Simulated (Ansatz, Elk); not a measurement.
# Bonding as seen by X-rays: CdFe2Bi2

Structure refinements treat a crystal as free atoms side by side. For a made-up structure of CdFe2Bi2 (cell and positions from a PBE relaxation) the runs below show what the calculated density changes in F(hkl).

Program: Elk 11.2.3 (patched build). Level of theory: DFT, PBE, all-electron APW+lo, Dirac cores, scalar-relativistic bands, static density, ferromagnetic start. Results are calculated unless marked as measured.

The structure was built from a prototype and need not be the compound's stable phase.

## (1) The starting structure

Symmetry: I4/mmm, No. 139, tetragonal system. The conventional cell has a = 3.472 Å, b = 3.472 Å, c = 19.335 Å, α = 90.00°, β = 90.00°, γ = 90.00°. Nearest to Bi lie 4 Fe at 2.79 Å and 4 Bi at 3.47 Å and 4 Cd at 3.61 Å. Cd has 4 Cd at 3.47 Å and 8 Bi at 3.61 Å nearest. Fe has 4 Fe at 2.46 Å and 4 Bi at 2.79 Å nearest. Farther neighbours are not listed.

## (2) Ground state and structure factors

An all-electron density is needed, since X-rays see the cores too. Task 0 finds the density and task 195 Fourier-transforms it; tshift is off so that phases refer to the origin typed.

elk.in reads:

```
tasks
  0
  195
  196

xctype
  20

spinpol
  .true.

rgkmax
  7.0

gmaxvr
  14.0

lmaxo
  7

lmaxapw
  8

swidth
  0.002

tshift
  .false.

ramdisk
  .false.

hmaxvr
  5.5

maxscl
  120

epspot
  1e-06

reducebf
  0.8

sppath
  './'

avec
  -3.28092856799 3.28092856799 18.26867354945
  3.28092856799 -3.28092856799 18.26867354945
  3.28092856799 3.28092856799 -18.26867354945

atoms
  3
  'Bi.in'
  2
  0.6368946780 0.6368946780 0.0000000000   0.000000 0.000000 0.000000
  0.3631053220 0.3631053220 0.0000000000   0.000000 0.000000 0.000000
  'Cd.in'
  1
  -0.0000000000 -0.0000000000 0.0000000000   0.000000 0.000000 0.000000
  'Fe.in'
  2
  0.7500000000 0.2500000000 0.5000000000   0.000000 0.000000 -0.110000
  0.2500000000 0.7500000000 0.5000000000   0.000000 0.000000 -0.110000

ngridk
  8 8 8
```

Launch:

```sh
$ OMP_NUM_THREADS=4 elk
```

Numbers of over 12 decimals in the logs are rounded to 6 here.

Log:

```text
┌─────────────────────────┐
│ Elk code version 11.2.3 │
└─────────────────────────┘

All units are atomic (Hartree, Bohr, etc.)

┌─────────────────────────────────────────────────┐
│ Ground-state run starting from atomic densities │
└─────────────────────────────────────────────────┘

Lattice vectors :
  -3.280928568       3.280928568       18.26867355
   3.280928568      -3.280928568       18.26867355
   3.280928568       3.280928568      -18.26867355

Reciprocal lattice vectors :
 -0.5042510575E-17  0.9575315611      0.1719661061
  0.9575315611     -0.5042510575E-17  0.1719661061
  0.9575315611      0.9575315611     -0.3156815558E-17

Unit cell volume      :    786.6119807
Brillouin zone volume :   0.3153399891

Muffin-tin inner radius fraction :   0.1000000000E-01

Nuclei treated as point charges

Species : 1 (Bi)
 parameters loaded from : Bi.in
 name : bismuth
 nuclear charge    :   -83.00000000
 electronic charge :    83.00000000
 atomic mass :    380947.9285
 muffin-tin radius :    2.800000000
 number of radial points in muffin-tin :   1393
 inner part over the whole radius :   0.9976520004E-02
 number on inner part of muffin-tin    :   1001
 approximate nuclear radius :   0.1052171418E-03
 number of mesh points to nuclear radius :    526
 atomic positions (lattice), magnetic fields (Cartesian) :
  1 :  -0.36310532 -0.36310532  0.00000000    0.00000000  0.00000000  0.00000000
  2 :   0.36310532  0.36310532  0.00000000    0.00000000  0.00000000  0.00000000

Species : 2 (Cd)
 parameters loaded from : Cd.in
 name : cadmium
 nuclear charge    :   -48.00000000
 electronic charge :    48.00000000
 atomic mass :    204912.7176
 muffin-tin radius :    2.600000000
 number of radial points in muffin-tin :   1193
 inner part over the whole radius :   0.9972693929E-02
 number on inner part of muffin-tin    :    850
 approximate nuclear radius :   0.8708852602E-04
 number of mesh points to nuclear radius :    426
 atomic positions (lattice), magnetic fields (Cartesian) :
  1 :   0.00000000  0.00000000  0.00000000    0.00000000  0.00000000  0.00000000

Species : 3 (Fe)
 parameters loaded from : Fe.in
 name : iron
 nuclear charge    :   -26.00000000
 electronic charge :    26.00000000
 atomic mass :    101799.2075
 muffin-tin radius :    2.294966839
 number of radial points in muffin-tin :    993
 inner part over the whole radius :   0.9871621396E-02
 number on inner part of muffin-tin    :    699
 approximate nuclear radius :   0.7160107270E-04
 number of mesh points to nuclear radius :    332
 atomic positions (lattice), magnetic fields (Cartesian) :
  1 :  -0.25000000  0.25000000  0.50000000    0.00000000  0.00000000 -0.11000000
  2 :   0.25000000 -0.25000000  0.50000000    0.00000000  0.00000000 -0.11000000

Total number of atoms per unit cell :    5
Total muffin-tin volume :    358.7891361
 ratio of muffin-tin to unit cell volume :   0.4561195925

Spin treatment :
 spin-polarised
 global magnetic field (Cartesian) :    0.000000000       0.000000000       0.000000000
 collinear magnetisation in z-direction

Number of Bravais lattice symmetries :   16
Number of crystal symmetries         :   16
Crystal has inversion symmetry
Real symmetric eigensolver will be used

k-point grid :      8     8     8
k-point offset :    0.000000000       0.000000000       0.000000000
k-point set is reduced with full crystal symmetry group
Total number of k-points :       59

Muffin-tin radius times maximum |G+k| :    7.000000000
 using average radius
Maximum |G+k| for APW functions       :    2.736527091
Maximum (1/2)|G+k|²                   :    3.744290259
Maximum |G| for potential and density :    14.00000000
Constant for pseudocharge density :   10
 order of it for each species :   17  17  17
 order of it for pair densities of each species (exact exchange by exxq0 0: 18) :   12  10   7
Radial integration step length :    1

G-vector grid sizes :     84    84    84
Number of G-vectors :    36453

Maximum angular momentum used for
[...]
[... loops 3 to 21 left out ...]

┌──────────────────┐
│ Loop number : 22 │
└──────────────────┘

Energies :
 Fermi                       :     0.221664
 sum of occupied eigenvalues :     -31586.042713458
 electron kinetic            :      58939.960597116
 core electron kinetic       :      58177.256970779
 Coulomb                     :     -109180.50262352
 Coulomb potential           :     -89135.042091369
 nuclear-nuclear             :     -4143.9125998291
 electron-nuclear            :     -121020.93585810
 Hartree                     :      15984.345834411
 Madelung                    :     -64612.981577832
 xc potential                :     -1390.7508155386
 xc effective B-field        :    -0.210395
 external B-field            :      0.000000
 exchange                    :     -1048.8850880083
 correlation                 :     -15.220623641417
 electron entropic           :    -0.10525351122111E-02
 total energy                :     -51304.648790585
 (external B-field energy excluded from total)

Density of states at Fermi energy :    78.09179742
 (states/Hartree/unit cell)

Estimated indirect band gap :   0.2558768057E-03
 from k-point 18 to k-point 45
Estimated direct band gap   :   0.6900379730E-03
 at k-point 49

Charges :
 core                        :    186.0000000
 valence                     :    80.00000000
 interstitial                :    7.299488510
 muffin-tins (core leakage)
  species : 1 (Bi)
[...]
species : 2 (Cd)
[...]
species : 3 (Fe)
[...]
total in muffin-tins        :    258.7005115
 total calculated charge     :    265.9979583
 total charge                :    266.0000000
 error                       :   0.2041652202E-02

Moments :
 interstitial                :  -0.5392842717E-01
 muffin-tins
  species : 1 (Bi)
[...]
species : 2 (Cd)
[...]
species : 3 (Fe)
[...]
total in muffin-tins        :    4.240687801
 total moment                :    4.186759374

RMS change in Kohn-Sham potential (target) :   0.6394489592E-06 (  0.1000000000E-05)
Absolute change in total energy (target)   :   0.2753715671E-04 (  0.1000000000E-03)

Convergence targets achieved

┌──────────────────┐
│ Loop number : 23 │
└──────────────────┘

Energies :
 Fermi                       :     0.221665
 sum of occupied eigenvalues :     -31586.042649881
 electron kinetic            :      58939.960626127
 core electron kinetic       :      58177.256982097
 Coulomb                     :     -109180.50259312
 Coulomb potential           :     -89135.042126814
 nuclear-nuclear             :     -4143.9125998291
 electron-nuclear            :     -121020.93576168
 Hartree                     :      15984.345768388
 Madelung                    :     -64612.981529709
 xc potential                :     -1390.7507468847
 xc effective B-field        :    -0.210386
 external B-field            :      0.000000
 exchange                    :     -1048.8850788991
 correlation                 :     -15.220624075558
 electron entropic           :    -0.10525292472507E-02
 total energy                :     -51304.648722493
 (external B-field energy excluded from total)

Density of states at Fermi energy :    78.09213601
 (states/Hartree/unit cell)

Estimated indirect band gap :   0.2566011858E-03
 from k-point 18 to k-point 45
Estimated direct band gap   :   0.6918807606E-03
 at k-point 49

Charges :
 core                        :    186.0000000
 valence                     :    80.00000000
 interstitial                :    7.299487460
 muffin-tins (core leakage)
  species : 1 (Bi)
[...]
species : 2 (Cd)
   atom 1                    :    46.51599181     (  0.2393710819E-03)
  species : 3 (Fe)
   atom 1                    :    24.80497039     ( -0.2232340517E-06)
   atom 2                    :    24.80497039     ( -0.2232340517E-06)
 total in muffin-tins        :    258.7005125
 total calculated charge     :    265.9979583
 total charge                :    266.0000000
 error                       :   0.2041652179E-02

Moments :
 interstitial                :  -0.5392438590E-01
 muffin-tins
  species : 1 (Bi)
[...]
species : 2 (Cd)
   atom 1                    :  -0.3236792434E-01
  species : 3 (Fe)
   atom 1                    :    2.231808731
   atom 2                    :    2.231808731
 total in muffin-tins        :    4.240582988
 total moment                :    4.186658602

┌──────────────────────────────┐
│ Self-consistent loop stopped │
└──────────────────────────────┘

Warning : the lowest level lies among the core levels :   -3.013259456      -2.892544502

Warning : core states of species 1 leak from the muffin-tin :   0.6802889848E-03

Warning : core states of species 2 leak from the muffin-tin :   0.2393710819E-03

Wrote STATE.OUT
```

Run time: 14 min. Hardware: 4 threads of Arm Neoverse V2, shared host; peak memory 0.77 GiB.

SFACRHO.OUT:

```text

h k l indices transformed by vhmat matrix:
   1.000000000       0.000000000       0.000000000    
   0.000000000       1.000000000       0.000000000    
   0.000000000       0.000000000       1.000000000    

      h      k      l  multipl.   |H|            Re(F)            Im(F)           |F|

      0      0      0      1   0.0000000       266.00000     -0.14932933E-16   266.00000    
      1      1     -1      2  0.34393221      -28.095715      0.14624874E-13   28.095715    
      2      2     -2      2  0.68786442      -57.060787     -0.28199435E-13   57.060787    
      0     -1      0      8  0.97285098      -55.306625      -0.0000000       55.306625    
     -3     -3      3      2   1.0317966       61.947663     -0.59002742E-13   61.947663    
      2      1     -2      8   1.0876662       164.89580      -0.0000000       164.89580    
     -2     -3      3      8   1.2869247       95.869481      -0.0000000       95.869481    
      0      0     -1      4   1.3541541       138.60321      0.12547388E-13   138.60321    
      4      4     -4      2   1.3757288       192.90710     -0.50193236E-13   192.90710    
      0      2     -1      8   1.3971481       56.864778     -0.13810772E-14   56.864778    
      2      2     -3      8   1.5188452      -130.49378      0.53444235E-13   130.49378    
     -4     -3      3      8   1.5381520      -93.549199      0.27291085E-14   93.549199    
     -4     -2      3      8   1.7024505       128.55312      0.50980554E-13   128.55312    
     -5     -5      5      2   1.7196611      -89.470698     -0.41957742E-13   89.470698    
      5      4     -4      8   1.8199523       20.020721      -0.0000000       20.020721    
     -1      1      1      4   1.9150631       194.50191      0.11410007E-13   194.50191    
      4      4     -3      8   1.9303790       104.22664      0.48017241E-13   104.22664    
      0      2      0      8   1.9457020      -18.818655      0.68679539E-16   18.818655
```

Elk indexes on the primitive cell of elk.in and gives |H| = 4π sin θ/λ in inverse bohr. Below, one row stands for each form hkl of the conventional cell (m members, Friedel mates merged), F is for one primitive cell and the density is static (no thermal factor). Free-atom factors are Waasmaier and Kirfel's, and R is Σm||F|−|F'||/Σm|F|.

| hkl | m | sin θ/λ (Å⁻¹) | abs F, DFT | neutral atoms | diff. |
| --- | --- | --- | --- | --- | --- |
| 002 | 2 | 0.052 | 28.096 | 27.810 | +0.286 |
| 004 | 2 | 0.103 | 57.061 | 57.696 | -0.635 |
| 101 | 8 | 0.146 | 55.307 | 55.279 | +0.028 |
| 006 | 2 | 0.155 | 61.948 | 62.448 | -0.501 |
| 103 | 8 | 0.164 | 164.896 | 165.104 | -0.208 |
| 105 | 8 | 0.194 | 95.870 | 95.933 | -0.063 |
| 110 | 4 | 0.204 | 138.603 | 138.682 | -0.079 |
| 008 | 2 | 0.207 | 192.907 | 193.272 | -0.365 |
| 112 | 8 | 0.210 | 56.865 | 57.071 | -0.206 |
| 114 | 8 | 0.228 | 130.494 | 130.705 | -0.211 |
| 107 | 8 | 0.231 | 93.549 | 93.645 | -0.096 |
| 116 | 8 | 0.256 | 128.553 | 128.984 | -0.431 |
| 0 0 10 | 2 | 0.259 | 89.471 | 89.729 | -0.258 |
| 109 | 8 | 0.274 | 20.021 | 20.183 | -0.162 |
| 200 | 4 | 0.288 | 194.502 | 194.756 | -0.254 |
| 118 | 8 | 0.290 | 104.227 | 104.038 | +0.189 |
| 202 | 8 | 0.293 | 18.819 | 19.062 | -0.243 |
| 204 | 8 | 0.306 | 52.746 | 52.423 | +0.323 |
| 0 0 12 | 2 | 0.310 | 11.519 | 11.424 | +0.095 |
| 1 0 11 | 8 | 0.319 | 154.274 | 154.302 | -0.028 |
| 211 | 16 | 0.323 | 47.230 | 47.210 | +0.020 |
| 206 | 8 | 0.327 | 52.658 | 52.469 | +0.189 |

## (3) The magnetisation density

The same run holds the spin density, and task 196 transforms it. The order is that of the start, and no other was tried.

SFACMAG_1.OUT:

```text

h k l indices transformed by vhmat matrix:
   1.000000000       0.000000000       0.000000000    
   0.000000000       1.000000000       0.000000000    
   0.000000000       0.000000000       1.000000000    

      h      k      l  multipl.   |H|            Re(F)            Im(F)           |F|

      0      0      0      1   0.0000000       4.1866588     -0.25520400E-17   4.1866588    
      1      1     -1      2  0.34393221      -4.3114930      0.13401731E-14   4.3114930    
      2      2     -2      2  0.68786442       4.1684819     -0.24875163E-14   4.1684819    
      0     -1      0      8  0.97285098      0.25496199E-01 -0.68227713E-15  0.25496199E-01
     -3     -3      3      2   1.0317966      -3.7069295     -0.49070243E-14   3.7069295    
      2      1     -2      8   1.0876662     -0.38392024E-01 -0.34113857E-15  0.38392024E-01
     -2     -3      3      8   1.2869247     -0.52136273E-01  0.34113857E-15  0.52136273E-01
      0      0     -1      4   1.3541541      -3.2333544      0.10076546E-14   3.2333544    
      4      4     -4      2   1.3757288       3.0382830     -0.38544337E-14   3.0382830    
      0      2     -1      8   1.3971481       3.1244751     -0.97262638E-15   3.1244751    
      2      2     -3      8   1.5188452      -2.9203644      0.40065007E-14   2.9203644    
     -4     -3      3      8   1.5381520     -0.14529187E-01 -0.17056928E-15  0.14529187E-01
     -4     -2      3      8   1.7024505       2.6007452      0.36175470E-14   2.6007452    
     -5     -5      5      2   1.7196611      -2.4493932     -0.28518322E-14   2.4493932    
      5      4     -4      8   1.8199523      0.27203235E-02 -0.34113857E-15  0.27203235E-02
     -1      1      1      4   1.9150631       2.3136391      0.77348645E-15   2.3136391
```

The total moment is 4.19 μB a cell; sphere moments: Bi1 -0.10, Bi2 -0.10, Cd3 -0.03, Fe4 +2.23, Fe5 +2.23 μB. Polarised neutrons measure spin and orbital magnetisation together; without spin-orbit coupling the run gives the spin part:

| hkl | sin θ/λ (Å⁻¹) | abs F_M (μB) |
| --- | --- | --- |
| 002 | 0.052 | 4.311 |
| 004 | 0.103 | 4.168 |
| 101 | 0.146 | 0.025 |
| 006 | 0.155 | 3.707 |
| 103 | 0.164 | 0.038 |
| 105 | 0.194 | 0.052 |
| 110 | 0.204 | 3.233 |
| 008 | 0.207 | 3.038 |
| 112 | 0.210 | 3.124 |
| 114 | 0.228 | 2.920 |
| 107 | 0.231 | 0.015 |
| 116 | 0.256 | 2.601 |
| 0 0 10 | 0.259 | 2.449 |
| 109 | 0.274 | 0.003 |

[end of part 1 of 2]

[Logs are printed without paths, hosts, clocks, repeated set-up lines and the standing remarks that a program may print on its own settings, such as how far it seeks lower states.]

[Hosts, paths, dates, database ids (printed as entryN), source tags and the programs' standing remarks are cut or masked in the printed files.]
